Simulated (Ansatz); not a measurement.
**Where V_O puts its levels in the gap of LiLaSO (P4/nmm)**

Charge states of V_O in LiLaSO (P4/nmm), set against the band edges. Model: a cell of 64 host atoms with 1 O taken out.

Calculated with Ansatz 0.2.0; place-levels on PBEsol runs: charge-transition levels and formation energies with image-charge correction and potential alignment at the atomic sites.

This is a report of a sequence of runs, with most program output left out.

### 1. The starting structure

The cell holds 63 atoms: 16 Li, 16 La, 16 S and 15 O. Its edges and angles: a = 11.242 Å, b = 11.242 Å, c = 8.634 Å, α = 90.0°, β = 90.0°, γ = 90.0°. It derives from LiLaSO (space group P4/nmm). Nearest the centre at fractional (0.500, 0.500, 0.000): La53 at 2.34 Å, La6 at 2.34 Å, La39 at 2.34 Å, La24 at 2.34 Å, O32 at 2.81 Å, O47 at 2.81 Å, O62 at 2.81 Å, O63 at 2.81 Å.

Screening for the image-charge correction: ε∞ = (5.41, 5.41, 5.12), ε0 = (20.61, 20.61, 13.45), from a response run on this crystal (DFPT, PBEsol) at that run's own cell.

The cell's shortest repeat is 8.6 Å.

### 2. The runs of each charge state

Levels follow from differences of total energies between charge states, each relaxed by itself.

Each atom starts 0.05 Å or so off its site in a random direction: a symmetric start keeps its symmetry, and would miss off-centre moves and Jahn–Teller distortions. Forces are taken at one point at (¼, ¼, ¼). The cell holds 1 electron more than the neutral one, with a uniform background that keeps it neutral on the whole. The electron count is odd, so at least one spin is unpaired; this run locks the moment at 1 μB.

The sampling was tested on the host first: at the k-points planned (1x1x1 shifted 0.25 0.25 0.25) its energy lies 0.000 eV an atom from the dense-mesh value, under the bound of 0.02 eV set for this test; that bounds the host's error, not the defect's.

One of the inputs; charge, spin and start change from state to state.

Contents of qm1_M1.relax/input.yaml:

```yaml
crystal:
  lattice:
    - [7.94918281, 7.94918281, 0.0]
    - [-7.94918281, 7.94918281, 0.0]
    - [0.0, 0.0, 8.63382131]
  atoms:
    - { symbol: Li, position: [0.0, 0.25, 0.5] }
    - { symbol: Li, position: [0.25, 0.0, 0.5] }
[... 3 atom lines left out ...]
    - { symbol: La, position: [0.375, 0.375, 0.85598973] }
[... 5 atom lines left out ...]
    - { symbol: S, position: [0.375, 0.375, 0.33711286] }
[... 1 atom line left out ...]
    - { symbol: O, position: [0.25, 0.25, 0.0] }
[... 9 atom lines left out ...]
    - { symbol: La, position: [0.375, 0.625, 0.14401027] }
[... 1 atom line left out ...]
    - { symbol: S, position: [0.375, 0.625, 0.66288714] }
[... 3 atom lines left out ...]
    - { symbol: O, position: [0.25, 0.75, 0.0] }
[... 1 atom line left out ...]
    - { symbol: O, position: [0.25, 0.5, 0.0] }
[... 5 atom lines left out ...]
    - { symbol: La, position: [0.875, 0.375, 0.85598973] }
    - { symbol: La, position: [0.625, 0.375, 0.14401027] }
[... 1 atom line left out ...]
    - { symbol: S, position: [0.625, 0.375, 0.66288714] }
[... 4 atom lines left out ...]
    - { symbol: O, position: [0.75, 0.25, 0.0] }
    - { symbol: O, position: [0.5, 0.25, 0.0] }
[... 3 atom lines left out ...]
    - { symbol: Li, position: [0.5, 0.5, 0.5] }
[... 1 atom line left out ...]
    - { symbol: La, position: [0.625, 0.625, 0.85598973] }
[... 1 atom line left out ...]
    - { symbol: La, position: [0.625, 0.875, 0.14401027] }
    - { symbol: La, position: [0.875, 0.625, 0.14401027] }
[... 2 atom lines left out ...]
    - { symbol: S, position: [0.625, 0.625, 0.33711286] }
[... 1 atom line left out ...]
    - { symbol: O, position: [0.75, 0.75, 0.0] }
    - { symbol: O, position: [0.5, 0.75, 0.0] }
    - { symbol: O, position: [0.75, 0.5, 0.0] }
  host:
    repeats: [2, 2, 1]
    atoms:
      - { symbol: Li, position: [0.0, 0.5, 0.5] }
      - { symbol: Li, position: [0.5, 0.0, 0.5] }
      # ... 14 more atoms of the perfect host
total_charge: -1
basis:
  ecutwfc: 420
  xc_grid: 2
hamiltonian:
  xc: pbesol
kpoints:
  mp_grid: { grid: [1, 1, 1], shift: [0.25, 0.25, 0.25] }
magnetization:
  spin_polarized: true
  initial_magnetization: 1
  spin_locking: { lock_magnetization: hard }
scf:
  occupations: { method: fixed }
  max_iter: 60
output:
  forces: true
  charged_corrections:
    epsilon: [5.41, 5.41, 5.12]
    static_epsilon: [20.61, 20.61, 13.45]
    defect_position: [0.5, 0.5, 0.0]
relax:
  f_tol: 0.02
  max_steps: 80
  random_displacement: { amplitude: 0.05, seed: 812 }
checkpoint:
  write: "../qm1_M1.relax.run"
  compress: false
  write_wavefunctions: true
  write_every: 100000
```

On the command line:

```console
ansatz run input.yaml --threads 4 --pin off --max-ram 7536MiB --backend cpu --events-out ev --progress --plain --runs-dir out
```

The relaxed structure is kept and the sampling changed to a 2×2×2 shifted mesh.

The run of this state that the levels use, under PBEsol:

Contents of qm1_M1.point/input.yaml:

```yaml
crystal:
  checkpoint: "../qm1_M1.relax.run"
  host: checkpoint
total_charge: -1
basis:
  ecutwfc: 420
  xc_grid: 2
hamiltonian:
  xc: pbesol
kpoints:
  mp_grid: { grid: [2, 2, 2], shift: [0.5, 0.5, 0.5] }
magnetization:
  spin_polarized: true
  initial_magnetization: 1
  spin_locking: { lock_magnetization: hard }
scf:
  occupations: { method: fermi_dirac, width: 0.01 }
  max_iter: 60
output:
  forces: true
  eigenvalues: true
  charged_corrections:
    epsilon: [5.41, 5.41, 5.12]
    static_epsilon: [20.61, 20.61, 13.45]
    defect_position: [0.5, 0.5, 0.0]
  eigenstates: { localisation: true }
  populations: true
  efg: {}
  band_densities: [{ bands: [v1, v1] }, { bands: [c1, c1] }]
  write_density: true
  write_potential: true
  volumetric_format: npy
checkpoint:
  read: "../qm1_M1.relax.run"
  write: "../qm1_M1.point.run"
  compress: false
  write_wavefunctions: false
  write_every: 100000
```

Relaxations under PBEsol at one point at (¼, ¼, ¼); times on 4 threads of Arm Neoverse V2, shared host:

```csv
charge,moment (μB),occupations,outcome,steps,largest displacement against the far atoms (Å),time
−1,1,fixed,converged,8,0.08,3.7 min
0,0,fixed,converged,5,0.08,61 s
+1,1,fixed,converged,5,0.12,2 min
+2,0,fixed,converged,5,0.22,65 s
0,2,fixed,converged,7,0.12,3 min
```

Single points under PBEsol at a 2×2×2 shifted mesh; times on 4 threads of Arm Neoverse V2, shared host:

```csv
charge,moment (μB),occupations,outcome,time
−1,1,fermi-dirac,converged,5.4 min
0,0,fermi-dirac,converged,94 s
+1,1,fermi-dirac,converged,3.3 min
+2,0,fermi-dirac,converged,83 s
0,2,fermi-dirac,converged,3.9 min
```

Distances (Å) from the ideal centre to the nearest atoms after relaxation with PBEsol:

```csv
charge,moment (μB),1.,2.,3.,4.,5.,6.
−1,1,La 2.40,La 2.41,La 2.41,La 2.42,O 2.76,O 2.76
0,0,La 2.40,La 2.41,La 2.41,La 2.42,O 2.75,O 2.75
0,2,La 2.44,La 2.44,La 2.45,La 2.45,O 2.72,O 2.72
+1,1,La 2.46,La 2.46,La 2.46,La 2.46,O 2.71,O 2.71
+2,0,La 2.56,La 2.56,La 2.56,La 2.56,O 2.62,O 2.62
```

### 3. Placing the levels, PBEsol

A charged cell interacts with its images and the background, and its potential has another zero than the host's. place-levels removes the first by a point-charge model, screened by the static dielectric constant since the ions have relaxed around the charge, and the second by comparing potentials at atoms far from the defect.

The host is a run of the defect-free crystal in the same cutoffs, grids and k-points, so that basis and sampling errors cancel in part in the differences. Its band edges come from a run of the primitive cell that searches the zone for them. The host is run in a cell of 16 atoms on a matching mesh. Chemical potentials are energies per atom of O (O2 molecule), run with the same functional and cutoff.

Contents of levels.point.yaml:

```yaml
host:
  run: host.point.run
  levels_from: { run: edges.point.run }
states: [qm1_M1.point.run, q0.point.run, qp1_M1.point.run, qp2.point.run, q0_M2.point.run]
geometry_from:
  qm1_M1.point.run: qm1_M1.relax.run
  q0.point.run: q0.relax.run
  qp1_M1.point.run: qp1_M1.relax.run
  qp2.point.run: qp2.relax.run
  q0_M2.point.run: q0_M2.relax.run
  host.point.run: host.relax.run
chemical_potentials:
  O:
    energy: -558.282649
    dataset: "<sha256 of the dataset>"
epsilon: [5.41, 5.41, 5.12]
static_epsilon: [20.61, 20.61, 13.45]
vertical:
  - { from: qm1_M1.point.run, to: qm1_M1.point_neutral.run }
  - { from: qp1_M1.point.run, to: qp1_M1.point_neutral.run }
  - { from: qp2.point.run, to: qp2.point_neutral.run }
```

On the command line:

```console
ansatz place-levels levels.point.yaml -- --threads 4 --pin off --max-ram 7536MiB
```

It took 0.42 s on 4 threads of Arm Neoverse V2, shared host.

Under PBEsol the gap is 3.07 eV, (+2/+1) 1.80, (+1/0) 2.68, (0/−1) 3.11 (outside the gap) (with band filling) eV.

Levels between the charges placed, in eV above the valence top:

```csv
,gap (eV),(+2/+1),(+1/0),(0/−1)
PBEsol,3.07,1.80,2.68,3.11
```

Corrections by state:

```csv
charge,moment (μB),image terms and alignment (eV),band filling (eV),ε used,"over the lowest of its charge, as the program ranks them, band filling apart (eV)"
+2,0.0,0.291,-,"principal values (13.45, 20.61, 20.61)",0.000
+1,1.0,0.032,-,"principal values (13.45, 20.61, 20.61)",0.000
0,0.0,0.000,-,-,0.000
−1,1.0,0.164,-0.237,"principal values (13.45, 20.61, 20.61)",0.000
0,2.0,0.000,-,-,0.438
```

The charged structures listed were also run neutral, and place-levels reads from each pair, by the potential or the spins, how wide the charge is by which they differ; that can be the carrier of either run.

```csv
charge,rms radius (Å),spread where it is widest against the cell (Å),wide from (Å),reading
+2,3.5,1.77,1.50,wide
+1,3.4,1.70,1.50,wide
−1,5.2,3.28,1.95,wide
```

The neutral runs of these pairs need not share the spin of the lowest neutral state, and very wide values only mean spread over the cell.

From the program's caveats on the states, each cut to its opening words:

- charge +2: it parts from the run at its places by a charge that spreads by about 1.8 Å along one vector (1.5 Å or more is wide), by its potential at epsilon [5.41, 5.41, [...]
- charge +2: its displacements don't fall off away from the defect: farther atoms stand 0.044 Å off the host's places
- charge +1 (1 μB): it parts from the run at its places by a charge that spreads by about 1.7 Å along one vector (1.5 Å or more is wide), by the spins about the atoms, where the [...]
- charge +1 (1 μB): its displacements don't fall off away from the defect: farther atoms stand 0.019 Å off the host's places
- charge −1 (1 μB): it parts from the run at its places by a charge that spreads by about 3.3 Å along one vector (1.9 Å or more is wide), by its potential at epsilon [5.41, 5.41, [...]
- charge −1 (1 μB): a band-filling correction moves a carrier to the host's band edge, which changes its energy by -0.237 eV
- charge 0 (2 μB): its moments are held at its close (magnetization.spin_locking), by a field of 0.093 eV a Bohr magneton, and its energy and levels are of the state that this [...]

Chemical potentials of the elements' reference phases, run alike. Formation energy by charge state (elemental references; gap 3.07 eV):

```csv
charge,at valence top (eV),at conduction bottom (eV),correction included (eV)
+2,1.90,8.03,0.29
+1,3.70,6.77,0.03
0,6.38,6.38,0.00
−1,9.49,6.42,-0.07
```

(Fermi level (eV), lowest formation energy (eV)): (0.00, 1.90), (0.28, 2.45), (0.56, 3.01), (0.84, 3.57), (1.11, 4.13), (1.39, 4.68), (1.67, 5.25), (1.95, 5.65), (2.23, 5.93), (2.51, 6.21), (2.79, 6.38), (3.07, 6.38)

### 4. Effect of the sampling

The relaxations' own energies give the levels at their sampling, for comparison.

Contents of levels.relax_mesh.yaml:

```yaml
host:
  run: host.relax.run
  levels_from: { run: edges.relax.run }
states: [qm1_M1.relax.run, q0.relax.run, qp1_M1.relax.run, qp2.relax.run, q0_M2.relax.run]
chemical_potentials:
  O:
    energy: -558.282649
    dataset: "<sha256 of the dataset>"
```

On the command line:

```console
ansatz place-levels levels.relax_mesh.yaml -- --threads 4 --pin off --max-ram 7536MiB
```

The job ended after 0.15 s (4 threads).

Levels between neighbouring charges, in eV above the valence top:

```csv
,gap (eV),(+2/+1),(+1/0),(0/−1)
"one point at (¼, ¼, ¼)",3.07,1.80,2.67,3.11
a 2×2×2 shifted mesh,3.07,1.80,2.68,3.11
```

Going from one point at (¼, ¼, ¼) to a 2×2×2 shifted mesh moves the levels that carry no band-filling term by up to 0.00 eV and formation energies against the elements by up to 0.01 eV; band-filling terms, which differ between samplings, are in these energies.

### 5. place-levels, r2SCAN

r2SCAN on the same structure is run to see how far the result rests on the functional, though not on the errors that semilocal functionals share; the sampling changes too, to one point at (¼, ¼, ¼), so differences hold both changes.

Contents of qm1_M1.r2scan/input.yaml:

```yaml
crystal:
  checkpoint: "../qm1_M1.relax.run"
  host: checkpoint
total_charge: -1
basis:
  ecutwfc: 500
  xc_grid: 2
hamiltonian:
  xc: r2scan
kpoints:
  mp_grid: { grid: [1, 1, 1], shift: [0.25, 0.25, 0.25] }
magnetization:
  spin_polarized: true
  initial_magnetization: 1
  spin_locking: { lock_magnetization: hard }
scf:
  occupations: { method: fermi_dirac, width: 0.01 }
  max_iter: 60
output:
  forces: true
  eigenvalues: true
  charged_corrections:
    epsilon: [5.41, 5.41, 5.12]
    static_epsilon: [20.61, 20.61, 13.45]
    defect_position: [0.5, 0.5, 0.0]
checkpoint:
  write: "../qm1_M1.r2scan.run"
  compress: false
  write_wavefunctions: false
  write_every: 100000
```

The job ended after 2.1 min (4 threads; peak memory 4.7 GiB).

Contents of levels.r2scan.yaml:

```yaml
host:
  run: host.r2scan.run
  levels_from: { run: edges.r2scan.run }
states: [qm1_M1.r2scan.run, q0.r2scan.run, qp1_M1.r2scan.run, qp2.r2scan.run, q0_M2.r2scan.run]
geometry_from:
  qm1_M1.r2scan.run: qm1_M1.relax.run
  q0.r2scan.run: q0.relax.run
  qp1_M1.r2scan.run: qp1_M1.relax.run
  qp2.r2scan.run: qp2.relax.run
  q0_M2.r2scan.run: q0_M2.relax.run
  host.r2scan.run: host.relax.run
chemical_potentials:
  O:
    energy: -565.983079
    dataset: "<sha256 of the dataset>"
```

On the command line:

```console
ansatz place-levels levels.r2scan.yaml -- --threads 4 --pin off --max-ram 7536MiB
```

Wall time 0.25 s (4 threads).

Under r2SCAN the gap is 3.70 eV, (+2/+1) 2.04, (+1/0) 3.12, (0/−1) 3.71 (outside the gap) (with band filling) eV.

### 6. The ladder

Levels between neighbouring charges, in eV above each run's own valence top:

```csv
,gap (eV),(+2/+1),(+1/0),(0/−1),CPU time a state at this stage (restarts are quicker than cold starts)
"PBEsol, 2×2×2 shifted mesh",3.07,1.80,2.68,3.11,12 min
"r2SCAN on PBEsol structures, (¼, ¼, ¼)",3.70,2.04,3.12,3.71,5.9 min
```

### 7. What came out

```
gap of the host                                                             : 3.07 eV (PBEsol)
level (plus 2/plus 1)                                                       : 1.80 eV above the valence top
level (plus 1/0)                                                            : 2.68 eV above the valence top
level (0/minus 1)                                                           : 3.11 eV above the valence top, past the conduction bottom (3.35 eV above the valence top without the band-filling term)
lowest of the charges placed, just above the valence top (0.02 eV)          : +2
lowest of the charges placed, just below the conduction bottom (0.02 eV)    : 0
lowest formation energy at mid-gap of the charges run, elemental references : 4.97 eV
```

What this shows: Of the charges placed (−1, 0, +1 and +2), the lowest changes at 1.80 eV (+2/+1) and 2.68 eV (+1/0) above the valence top, in a gap of 3.07 eV. Charges above +2 were not placed, so these runs say nothing of levels that involve them. States placed: +2 at 0 μB; +1 at 1 μB; 0 at 0 μB and 2 μB; −1 at 1 μB. Other spin states or structures, where not listed, weren't placed. The program finds carriers beyond a band edge of the host and adds a band-filling term at charge −1 (-0.24 eV); steps to such a charge show no bound level, and a defect level inside a band would be read the same way. Going from one point at (¼, ¼, ¼) to a 2×2×2 shifted mesh moves the levels that carry no band-filling term by up to 0.00 eV and formation energies against the elements by up to 0.01 eV; band-filling terms, which differ between samplings, are in these energies. Limits: the images are only 8.6 Å apart; PBEsol makes the gap too small and tends to spread out bound carriers; where a gas molecule sets a chemical potential or the host's formation energy, its binding is uncorrected; spin–orbit coupling, which can matter with heavy atoms, is left out.

[Logs are printed without paths, hosts, clocks, repeated set-up lines and the standing remarks that a program may print on its own settings, such as how far it seeks lower states.]

[Hosts, paths, dates, database ids (printed as entryN), source tags and the programs' standing remarks are cut or masked in the printed files.]

[Where a table of states has a column of steps, it counts the stored structures, which are thinned; the runs took as many ionic steps or more.]

[A defect's name tells the site on which it was built; relaxed atoms can leave that site.]

[For some hosts the program warned that the k-mesh of the response run may be too coarse for force constants and the static dielectric constant; such warnings are not shown here.]
